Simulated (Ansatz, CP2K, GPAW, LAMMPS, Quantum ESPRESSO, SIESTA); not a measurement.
# CP2K on ionic liquid MMIM+ methanesulfonate with Li salt at 400 K (210 atoms): settings against a plane-wave reference, part 3 of 3

Wanted: CP2K inputs and outputs for ionic liquid MMIM+ methanesulfonate with Li salt at 400 K (210 atoms), checked against a plane-wave reference.

Program: CP2K 2026.2; the method stands at each step. Banners, paths, timers and routine set-up lines are dropped from the logs unmarked, and long logs keep their key lines alone; longer cuts are marked.

So far. Step 6 (PBE, SZV-MOLOPT-SR, 800/50 Ry, OT DIIS): Against the first run (10 %), the force difference from the reference is 277 %, at 0.62 times the CPU time (on 2 against 4 cores), with 530 basis functions against 1900: the smaller basis costs accuracy. Step 7 (PBE, DZVP-MOLOPT-SR, 800/50 Ry, TRS4 filter 1e-03, SCF …): Against the first run (10 %), the force difference from the reference is 27 %, at 0.23 times the CPU time (5 SCF steps against 36).

## Step 8: PBE, DZVP-MOLOPT-SR, 280/50 Ry, OT DIIS

Method: Kohn-Sham DFT, PBE, GTH-PBE pseudopotentials, Gaussian and plane waves, DZVP-MOLOPT-SR-GTH, orbital transformation.

Contents of input.inp:

```
&GLOBAL
  PROJECT cell
  RUN_TYPE ENERGY_FORCE
  PRINT_LEVEL LOW
&END GLOBAL
&FORCE_EVAL
  METHOD QS
  STRESS_TENSOR ANALYTICAL
  &DFT
    BASIS_SET_FILE_NAME BASIS_MOLOPT
    POTENTIAL_FILE_NAME GTH_POTENTIALS
    &MGRID
      CUTOFF 280
      REL_CUTOFF 50
    &END MGRID
    &QS
      EPS_DEFAULT 1.0E-12
    &END QS
    &SCF
      SCF_GUESS ATOMIC
      EPS_SCF 1.0E-06
      MAX_SCF 30
      &OT
        MINIMIZER DIIS
        PRECONDITIONER FULL_ALL
        ENERGY_GAP 0.001
      &END OT
      &OUTER_SCF
        EPS_SCF 1.0E-06
        MAX_SCF 8
      &END OUTER_SCF
      &PRINT
        &RESTART OFF
        &END RESTART
      &END PRINT
    &END SCF
    &XC
      &XC_FUNCTIONAL PBE
      &END XC_FUNCTIONAL
    &END XC
    &PRINT
      &MULLIKEN ON
      &END MULLIKEN
      &HIRSHFELD ON
        SHAPE_FUNCTION DENSITY
      &END HIRSHFELD
      &MO_CUBES
        NHOMO 1
        NLUMO 4
        WRITE_CUBE F
      &END MO_CUBES
    &END PRINT
  &END DFT
  &SUBSYS
    &CELL
      A 13.04169 0.00000 0.00000
      B 0.00000 13.04169 0.00000
      C 0.00000 0.00000 13.04169
    &END CELL
    &TOPOLOGY
      COORD_FILE_NAME structure.xyz
      COORD_FILE_FORMAT XYZ
    &END TOPOLOGY
    &KIND C
      BASIS_SET DZVP-MOLOPT-SR-GTH-q4
      POTENTIAL GTH-PBE-q4
    &END KIND
    &KIND N
      BASIS_SET DZVP-MOLOPT-SR-GTH-q5
      POTENTIAL GTH-PBE-q5
    &END KIND
    &KIND H
      BASIS_SET DZVP-MOLOPT-SR-GTH-q1
      POTENTIAL GTH-PBE-q1
    &END KIND
    &KIND S
      BASIS_SET DZVP-MOLOPT-SR-GTH-q6
      POTENTIAL GTH-PBE-q6
    &END KIND
    &KIND O
      BASIS_SET DZVP-MOLOPT-SR-GTH-q6
      POTENTIAL GTH-PBE-q6
    &END KIND
    &KIND Li
      BASIS_SET DZVP-MOLOPT-SR-GTH-q3
      POTENTIAL GTH-PBE-q3
    &END KIND
  &END SUBSYS
  &PRINT
    &FORCES ON
    &END FORCES
    &STRESS_TENSOR ON
    &END STRESS_TENSOR
  &END PRINT
&END FORCE_EVAL
```

Contents of structure.xyz:

```xyz
210

[... 210 atom lines left out: the same atoms as in the first run ...]
```

The run is started by

```
$ OMP_NUM_THREADS=2 cp2k.psmp -i input.inp > output.txt
```

Numbers of over 12 decimals in the logs are rounded to 6 here.

What it wrote:

```text
CP2K| version string:                                       CP2K version 2026.2
 CP2K| Input file name                                                 input.inp
 GLOBAL| Basis set file name                                        BASIS_MOLOPT
 GLOBAL| Potential file name                                      GTH_POTENTIALS
 GLOBAL| Run type                                                   ENERGY_FORCE
 GLOBAL| Total number of message passing processes                             1
 GLOBAL| Number of threads for this process                                    2
[... lines left out ...]
 Number of electrons:                                                        628
[... lines left out ...]
  Step     Update method      Time    Convergence         Total energy    Change
[... lines left out ...]
  Total energy:                                             -1101.741041
[... lines left out ...]
  Step     Update method      Time    Convergence         Total energy    Change
[... lines left out ...]
  *** SCF run converged in     6 steps ***
[... lines left out ...]
  Total energy:                                             -1101.749172
[... lines left out ...]
  outer SCF loop converged in   2 iterations or   36 steps
[... lines left out ...]
 Fermi Energy [eV] :    0.738311
[... lines left out ...]
 WARNING : did not converge in ot_eigensolver
 number of iterations          299  exceeded maximum
 current gradient / target gradient   4.3316333816528141E-005  /    1.0000000000000001E-005
       0.10684119      0.11154128      0.11460733      0.12239921
 HOMO - LUMO gap [eV] :    2.168986
 ENERGY| Total FORCE_EVAL ( QS ) energy [hartree]          -1101.749172
 FORCES| Atomic forces [hartree/bohr]
 FORCES|   Atom     x               y               z               |f|
 FORCES|      1  1.82219558E-03 -1.13370560E-02  3.07373818E-02   3.28121300E-02
 FORCES|      2 -4.03206018E-02 -1.18534275E-02  2.27509013E-03   4.20883678E-02
 FORCES|      3  3.85186646E-02 -7.94053890E-03 -1.01467264E-02   4.06164467E-02
[...]
FORCES|    209 -1.15914617E-03 -5.12976552E-03  1.67846809E-04   5.26177600E-03
 FORCES|    210 -2.03540521E-03 -2.69450423E-04  9.05047794E-03   9.28044335E-03
 FORCES| Sum    -3.22519876E-02 -2.01280060E-02  3.29672296E-02
 FORCES| Total atomic force                                       5.03206276E-02
 STRESS| Analytical stress tensor [bar]
 STRESS|                        x                   y                   z
 STRESS|      x        4.27567893174E+04  -2.42965341320E+03  -5.74444255154E+03
 STRESS|      y       -2.42965341320E+03   6.18084166956E+04  -7.99294998199E+01
 STRESS|      z       -5.74444255154E+03  -7.99294998199E+01   3.81672423880E+04
 STRESS| 1/3 Trace                                             4.75774828003E+04
```

The job ended after 7.1 min (2 threads of Arm Neoverse V2, shared host; peak memory 1.4 GiB; 14 min of CPU time).

The solver for the empty levels stopped short of its threshold, so the gap is rough; its iterations count in the time.

Compared with the plane-wave run:

```yaml
r_m_s_force_component: 1.218 eV/Å
r_m_s_difference_of_force_components: 130.5 meV/Å
longest_difference_of_force_vectors: 792.5 meV/Å
force_difference_over_r_m_s_force: 11.32 %
slope_of_forces_against_the_reference_s: 1.053
correlation_of_force_components: 0.9955
spacing_of_highest_filled_and_lowest_empty_level: 2.169 eV
gap_difference: -0.212 eV
pressure: 4.758 GPa
pressure_difference: 0.8387 GPa
energy_less_the_same_level_run_s: -1.625 meV/atom
r_m_s_force_difference_from_the_same_level_run: 65.43 meV/Å
```

This is a coarse setting, run to see what it loses.

Against the first run (10 %), the force difference from the reference is 11 %, at 0.65 times the CPU time (on 2 against 4 cores): the grid matters here.

The forces add up to 2.6 eV/Å instead of zero, usually a sign of too coarse a grid.

## Step 9: All runs compared

Differences are against the plane-wave reference, forces as r.m.s. over components; share is that over the reference's r.m.s. force, slope the least-squares factor from reference forces to these. Total energies of different programs have different zeros and aren't compared.

```
                                                                       run  Δ force, r.m.s. (meV/Å)  share (%)  slope  Δ pressure (GPa)  Δ gap (eV)  cores  CPU time  memory (GiB)
                                                                 reference                        -          -      -                 -           -      4    26 min           8.6
                              CP2K PBE, DZVP-MOLOPT-SR, 800/50 Ry, OT DIIS                      118       10.3  1.055             0.773      -0.212      4    21 min           6.5
                                                    CP2K GFN1-xTB, OT DIIS                      228       19.8  0.904             -3.70           -      2      24 s          0.52
CP2K PBE, DZVP-MOLOPT-SR, 800/50 Ry, TRS4 filter 1e-04, SCF 1e-05 (coarse)                      221       19.2  1.071             0.834           -      4   7.5 min           6.3
         CP2K PBE, DZVP-MOLOPT-SR, 800/50 Ry, TRS4 filter 1e-05, SCF 1e-06                      141       12.3  1.061             0.777           -      4    12 min           6.4
                      CP2K PBE, SZV-MOLOPT-SR, 800/50 Ry, OT DIIS (coarse)                     3195        277  2.257              20.2       -2.33      2    13 min           4.1
CP2K PBE, DZVP-MOLOPT-SR, 800/50 Ry, TRS4 filter 1e-03, SCF 1e-04 (coarse)                      311       27.0  1.014             0.887           -      4   4.8 min           6.3
                     CP2K PBE, DZVP-MOLOPT-SR, 280/50 Ry, OT DIIS (coarse)                      130       11.3  1.053             0.839      -0.212      2    14 min           1.4
```

Rows marked coarse were listed beforehand as settings not expected to be converged; some can still land near the reference.

CPU time is summed over cores on a shared host, where runs went side by side, so it is rough. Symmetry, cutoffs, thresholds, outputs and thread counts weren't matched or tuned between programs; memory under MPI is the largest rank's times the ranks.

Mean charges by element (e), by run and scheme:

```
                                                              run     scheme      C      N      H      S      O     Li
                     CP2K PBE, DZVP-MOLOPT-SR, 800/50 Ry, OT DIIS   Mulliken  -0.10  +0.17  +0.08  +0.75  -0.47  +0.55
                     CP2K PBE, DZVP-MOLOPT-SR, 800/50 Ry, OT DIIS  Hirshfeld  -0.03  +0.03  +0.06  +0.42  -0.31  +0.26
                                           CP2K GFN1-xTB, OT DIIS   Mulliken  +0.07  -0.13  +0.07  +0.57  -0.50  +0.49
CP2K PBE, DZVP-MOLOPT-SR, 800/50 Ry, TRS4 filter 1e-05, SCF 1e-06   Mulliken  -0.10  +0.17  +0.08  +0.75  -0.47  +0.55
```

Within one program, basis, potentials and functional, energies share a zero. Each run against its twin at the usual cutoff or grid and solver:

```
                                                              run                                twin  Δ energy (meV/atom)  Δ force, r.m.s. (meV/Å)         CPU time over the twin's
CP2K PBE, DZVP-MOLOPT-SR, 800/50 Ry, TRS4 filter 1e-04, SCF 1e-05  DZVP-MOLOPT-SR, 800/50 Ry, OT DIIS                0.214                      180                             0.35
CP2K PBE, DZVP-MOLOPT-SR, 800/50 Ry, TRS4 filter 1e-05, SCF 1e-06  DZVP-MOLOPT-SR, 800/50 Ry, OT DIIS               0.0726                     71.1                             0.58
CP2K PBE, DZVP-MOLOPT-SR, 800/50 Ry, TRS4 filter 1e-03, SCF 1e-04  DZVP-MOLOPT-SR, 800/50 Ry, OT DIIS                 7.18                      297                             0.23
                     CP2K PBE, DZVP-MOLOPT-SR, 280/50 Ry, OT DIIS  DZVP-MOLOPT-SR, 800/50 Ry, OT DIIS                -1.62                     65.4  0.65 (this twin ran on 4 cores)
```

## Step 10: What came out

```yaml
nearest_in_forces: CP2K PBE, DZVP-MOLOPT-SR, 800/50 Ry, OT DIIS, 10 %
its_cpu_time: 21 min
```

The PBE runs in local orbitals, coarse settings apart, differ by 10 % (CP2K PBE, DZVP-MOLOPT-SR, 800/50 Ry, OT DIIS) to 12 % (CP2K PBE, DZVP-MOLOPT-SR, 800/50 Ry, TRS4 filter 1e-05, SCF 1e-06); basis, grid and potentials can all enter. Tight binding differs by 20 % (CP2K GFN1-xTB, OT DIIS); it is another model, with fitted parameters of its own, and the xTB methods hold dispersion. Runs with settings chosen to be coarse differ by 11 % (CP2K PBE, DZVP-MOLOPT-SR, 280/50 Ry, OT DIIS) to 277 % (CP2K PBE, SZV-MOLOPT-SR, 800/50 Ry, OT DIIS), their programs' other errors included. Of the electronic-structure runs that take under half the reference's CPU time, CP2K PBE, DZVP-MOLOPT-SR, 800/50 Ry, TRS4 filter 1e-05, SCF 1e-06 comes nearest, at 12 % in 12 min against 26 min. At the same functional, gaps differ from the reference's 2.38 eV by between -2.33 and -0.21 eV. In pressure, CP2K PBE, SZV-MOLOPT-SR, 800/50 Ry, OT DIIS misses by +20.2 GPa, at the same functional. Charges hang on model, scheme and program or settings: among these rows the mean for N runs from -0.13 to +0.17 e, even in sign. With TRS4, tightening the sparsity filter from 1e-03 to 1e-05, and the SCF threshold with it, takes the force difference from the cubic solver from 297 to 71 meV/Å, and the CPU time from 0.23 to 0.58 times the cubic solver's. Periodic xTB results under one method name differ between programs and library versions. The reference's pressure holds the uncorrected Pulay stress of its 60 Ry basis, so small pressure differences, and their order, may be the reference's own error. The network of contacts between molecules at the start is that of the classical potential that made the cell, and needn't be the one that DFT or experiment would give. The reference's PBE has no dispersion term, which matters for the binding between molecules or layers. The density was typed from a rule of thumb and may lie off the real one at this temperature. The electronic-structure runs sample only Γ, in a cell whose shortest periodic width is 13 Å.

[Also dropped from logs without a mark: logging warnings of Python, and SIESTA's first energy breakdown and zero terms.]

[Logs are printed without paths, hosts, clocks, repeated set-up lines and the standing remarks that a program may print on its own settings, such as how far it seeks lower states.]

[Hosts, paths, dates, database ids (printed as entryN), source tags and the programs' standing remarks are cut or masked in the printed files.]
